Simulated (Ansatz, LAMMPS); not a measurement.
# Which site? a vacancy of Ga in amorphous 32Ga2O3-68GeO2 (mol %) (69 atoms), part 4 of 4

Aim: make a vacancy of Ga at several sites of amorphous 32Ga2O3-68GeO2 (mol %) (69 atoms), relax each, and compare their energies.

Ansatz 0.2.0; Kohn-Sham DFT, revPBE, PAW (set soft_1), plane waves; PAW set soft_1.

The cell: 12 Ga, 13 Ge and 44 O. The quench rate of 20 K/ps is orders of magnitude faster than experiment. The network of bonds at the start is that of the classical potential that made the cell. Sampling is at Γ alone, for a cell whose shortest periodic width is 10 Å.

So far. Step 7 (Vacancy of Ga, site Ga6): The relaxation converged after 27 steps, 1.93 eV below its start, with a largest force component of 0.030 eV/Å.

### 8. Vacancy of Ga, site Ga11

The site has 4 bonded neighbours (O4) at 1.91 Å on average. 

File input.yaml:

```yaml
crystal:
  lattice:
    - [9.77983, 0.0, 0.0]
    - [0.0, 9.77983, 0.0]
    - [0.0, 0.0, 9.77983]
  atoms:
    [... atom lines 1 to 7 left out ...]
    - { symbol: Ga, position: [0.31325, 0.25862, 0.81763] }
    - { symbol: Ga, position: [0.01694, 0.11366, 0.37826] }
    - { symbol: Ga, position: [0.91974, 0.33881, 0.79813] }
    - { symbol: Ga, position: [0.7634, 0.31004, 0.48431] }
    - { symbol: Ge, position: [0.59258, 0.55646, 0.54084] }
    - { symbol: Ge, position: [0.33656, 0.59327, 0.31307] }
    - { symbol: Ge, position: [0.62148, 0.76198, 0.75412] }
    [... atom lines 15 to 68 left out ...]
magnetization:
  spin_polarized: true
kpoints:
  mp_grid: { grid: [1, 1, 1] }
hamiltonian:
  xc: revpbe
  pseudopotentials: { kind: paw, azcp: { folder: soft_1 } }
scf:
  occupations: { method: fermi_dirac, width: 0.025 }
  lower_state_search: "off"
output:
  forces: true
  eigenvalues: true
relax:
  f_tol: 0.05
  max_steps: 90
```

The run is started by

```bash
> ansatz run input.yaml --threads 4 --pin off --max-ram 8192MiB --backend cpu --events-out ev --progress --plain --runs-dir out
```

The log of the run:

```text
[...]
Pseudopotentials: kind: paw
Pseudopotential: Ga, paw, valence charge 13, recommended cutoff 420 eV (normal), soft_1/Ga.paw.azcp
Pseudopotential: Ge, paw, valence charge 14, recommended cutoff 420 eV (normal), soft_1/Ge.paw.azcp
Pseudopotential: O, paw, valence charge 6, recommended cutoff 420 eV (normal), soft_1/O.paw.azcp
[... 5 lines on functional and potentials left out ...]
Crystal: 68 atoms, lattice volume = 935.393 Å³
Basis set: ecut = 420 eV, 18325 PW (Γ), exchange–correlation on 144×144×144 points (8 copies of the dense FFT grid, shifted against one another)
Bands: 364, of which v1, the nominal top of the filled ones, is band 295 counted from 1 (294 counted from 0)
Symmetry: 1 space group operations
Space group: P1 (ITA 1), of the structure as read, at distance tolerance 9.8e-5 Å
Magnetic group: BNS 1.1 (UNI 1), of the structure as read, at distance tolerance 9.8e-5 Å
k-points: 1
[... 10 lines on functional and potentials left out ...]
Initial density: superposition of atomic densities (chi_scale 0.1, normalization cell, long waves kept (reshape's long-wave potential 0.85 eV rms))
Starting moments: Σ|m| = 2.4 μB on 4 of 68 sites
Initial wavefunctions: pseudopotential atomic-orbital guess
[...]
SCF iter   1: F=—  HF=-122578.719904 eV  |F-HF|=—  |Δ(HF+E_count)|=         —  Δρ=5.86e-2 (↑5.25e-2 ↓5.86e-2)  dr2=8.99e1  dr2_m=1.70e0  M=2.987 μB ∫|m|=3.439 μB  β_m=0.30  ethr=3.10e-3  ⟨swp⟩=6.0  Hψ=2806  notcnv=0  defer=33
preconditioner: auto → Resta (q_TF=auto, 2.526 Å⁻¹)  ε∞=3.2  [insulator: Δε(μ)=0.093 eV  Ē_g=19.989 eV  σ=0.025 eV  W_gap=0.73  n_scr=250 (ndim 8)  ℏωp=29.5 eV  f_vac=0.126  D(μ)=9.64/eV (n_scr^D=32)  ε∞_Penn≈3.2]
spin=Collinear: Resta preconditioning applied to the charge; magnetization (m = ρ↑ − ρ↓) channel mixes plain (no charge-response kernel on spin).
SCF iter   2: F=—  HF=-122565.640835 eV  |F-HF|=—  |Δ(HF+E_count)|=    1.31e1  Δρ=4.71e-2 (↑3.98e-2 ↓4.71e-2)  dr2=6.45e1  dr2_m=9.25e-1  M=1.042 μB ∫|m|=1.483 μB  β_m=0.30  ethr=3.10e-3  ⟨swp⟩=3.0  Hψ=1290  notcnv=0  defer=118
SCF iter   3: F=—  HF=-122563.576398 eV  |F-HF|=—  |Δ(HF+E_count)|=    2.06e0  Δρ=3.86e-2 (↑2.72e-2 ↓3.86e-2)  dr2=3.43e1  dr2_m=1.21e0  M=3.000 μB ∫|m|=3.211 μB  β_m=0.30  ethr=3.10e-3  ⟨swp⟩=2.0  Hψ=1311  notcnv=0  defer=124
[...]
SCF iter  13: F=—  HF=-122556.979232 eV  |F-HF|=—  |Δ(HF+E_count)|=   1.05e-2  Δρ=5.01e-3 (↑1.38e-3 ↓5.01e-3)  dr2=2.79e-1  dr2_m=4.82e-2  M=2.992 μB ∫|m|=3.278 μB  β_m=0.30  ethr=6.84e-5  ⟨swp⟩=2.5  Hψ=809  notcnv=0  defer=121
Mixer restart at iter 13: flushing history
spin-set hold released at iteration 13 (site moments contracting): the magnetisation degrees of freedom join the quasi-Newton model from the next iteration; the mixer history was flushed
[...]
relax step  10: F+E_penalty+E_count = -122558.47953005 eV  Δ(F+E_penalty+E_count) = -4.900e-3 eV  max|allowed force component| = 3.175e-1 eV/Å  Δτ_max = 0.1500 Å  (13 SCF iters, dr2 threshold 3.31e-6 eV, accepted)
relax step  15: F+E_penalty+E_count = -122558.88875257 eV  Δ(F+E_penalty+E_count) = -9.041e-2 eV  max|allowed force component| = 2.468e-1 eV/Å  Δτ_max = 0.1932 Å  (12 SCF iters, dr2 threshold 1.56e-5 eV, accepted)
relax step  20: F+E_penalty+E_count = -122559.09966479 eV  Δ(F+E_penalty+E_count) = -2.820e-2 eV  max|allowed force component| = 1.511e-1 eV/Å  Δτ_max = 0.2000 Å  (14 SCF iters, dr2 threshold 3.04e-6 eV, accepted)
relax step  25: F+E_penalty+E_count = -122559.22385465 eV  Δ(F+E_penalty+E_count) = -3.971e-2 eV  max|allowed force component| = 3.027e-1 eV/Å  Δτ_max = 0.0724 Å  (11 SCF iters, dr2 threshold 4.63e-5 eV, accepted)
relax step  30: F+E_penalty+E_count = -122559.47119858 eV  Δ(F+E_penalty+E_count) = -3.478e-2 eV  max|allowed force component| = 1.681e-1 eV/Å  Δτ_max = 0.0577 Å  (7 SCF iters, dr2 threshold 7.12e-5 eV, accepted)
relax step  32: F+E_penalty+E_count = -122559.45946406 eV  Δ(F+E_penalty+E_count) = +2.213e-2 eV  max|allowed force component| = 3.298e-1 eV/Å  Δτ_max = 0.0998 Å  (15 SCF iters, rejected (line search))
[...]
spin=Collinear: Resta preconditioning applied to the charge; magnetization (m = ρ↑ − ρ↓) channel mixes plain (no charge-response kernel on spin).
[...]
Step cancelled. What follows is not a result of the run: it is the report of the last solve that finished, which converged after 15 SCF iterations.
Magnetization: 2.9993 μB (295.9997 up, 293.0003 down)
Absolute magnetization: 3.3338 μB (∫|ρ↑−ρ↓|, with the PAW one-centre terms)
Spin contamination: 0.0126 ħ² per cell (⟨S²⟩ above its minimum at these occupations)
Per-site moments (μB) at R_I (Å): [(-0.00010532, 0.754178), (-3.822770e-5, 0.743409), (0.000138015, 0.748062), (-7.375575e-5, 0.755518), (0.000113366, [...]
Free energy (F): -122559.459464 eV
Harris-Foulkes:  -122559.459464 eV  (|F-HF|=1.41e-8)
Internal energy: -122559.458761 eV  (E = F + TS)
E sigma→0 (E₀):  -122559.459113 eV
Entropy (-TS):   -0.000703 eV (-0.010 meV/atom)
Fermi energy:    4.828151 eV
--- Per-component energies (eV) ---
[...]
Σ components = -122559.459464   (vs F -122559.459464, Δ=0.00e0)
--- Forces (eV/Å), atoms counted from 1 ---
  atom   1  Ga     0.01193782     0.05238063    -0.00731464
  atom   2  Ga    -0.01426649    -0.01188556     0.00257299
  atom   3  Ga     0.03121358    -0.00491917     0.02879730
  atom   4  Ga    -0.07902725     0.02487793     0.00962622
[...]
atom  68  O      0.01821551     0.01157927    -0.02633125
  max |Σ_I F_I| component: 6.19e-5 eV/Å
--- Band table (eV) ---
  k-point 0 ↑: bands = ["-19.9458", "-19.9103", "-19.8381", "-19.7581", [... 348 levels ...], "14.1729", "14.1979", "14.3290", "14.3778", "14.4074", "14.4974", "14.5835", "14.5991", "14.6379", "14.7373", "14.8037", "14.8447"]
  k-point 0 ↓: bands = ["-19.9459", "-19.9105", "-19.8383", "-19.7582", [... 348 levels ...], "14.1873", "14.2155", "14.3538", "14.3929", "14.4254", "14.5075", "14.6042", "14.6149", "14.6630", "14.7469", "14.8209", "14.8610"]
End of that report.
Error: SIGTERM received: cancelled by the caller after 7 completed SCF iterations
```

Wall time 15 min (4 threads of Arm Neoverse V1, shared host); peak memory 2.3 GiB; 60 min of CPU time.

The relaxation was stopped at its limit after 31 steps, 2.50 eV below its start, with a largest force component of 0.089 eV/Å.

### 9. The sites compared

All these cells hold the same atoms, so their energies can be compared with no chemical potential.

```
  site  neighbours  mean distance (Å)  atoms within 6 Å  energy over the best site (eV)  before relaxation (eV)  gain on relaxing (eV)  moment (μB)
Ga11 *          O4               1.91                61                            0.00                    0.39                   2.50            -
   Ga8          O6               2.09                67                            0.34                    0.08                   1.84          3.0
   Ga4          O4               1.88                70                            0.66                    0.00                   1.44          3.0
   Ga6          O5               2.00                66                            0.93                    0.76                   1.93          3.0
```

* The relaxation stopped at its limit, so this energy is an upper bound.

### 10. Outcome

The cheapest site is Ga11 (4 neighbours, O4); the dearest, Ga6 (5 neighbours, O5), costs 0.93 eV more. By coordination the energies over the best site are 0.00 to 0.66 eV with 4 neighbours, 0.93 eV with 5 neighbours and 0.34 eV with 6 neighbours. At Ga11 (largest move 2.0 Å) and Ga8 (largest move 1.8 Å) other atoms changed place, so the end state is more than the plain defect. Relaxation changes the order: the best site before relaxing was Ga4.

**Limits.** Defects are neutral and interact with their images. In a disordered cell the relaxation can also rearrange atoms far from the site. In the spin-polarised runs the search for a state of lower energy was switched off. Only 4 of the 12 Ga sites were tried, so a cheaper one may exist. A semilocal functional tends to spread out the unpaired spin of such defects. The stress is far from hydrostatic: its diagonal is -0.1, 2.3, -2.2 GPa, compression counted positive.

The DFT runs together took 54 min of wall time.

[Long decimals in the printed logs are rounded to 6 places.]

[Logs are printed without paths, hosts, clocks, repeated set-up lines and the standing remarks that a program may print on its own settings, such as how far it seeks lower states.]

[Hosts, paths, dates, database ids (printed as entryN), source tags and the programs' standing remarks are cut or masked in the printed files.]
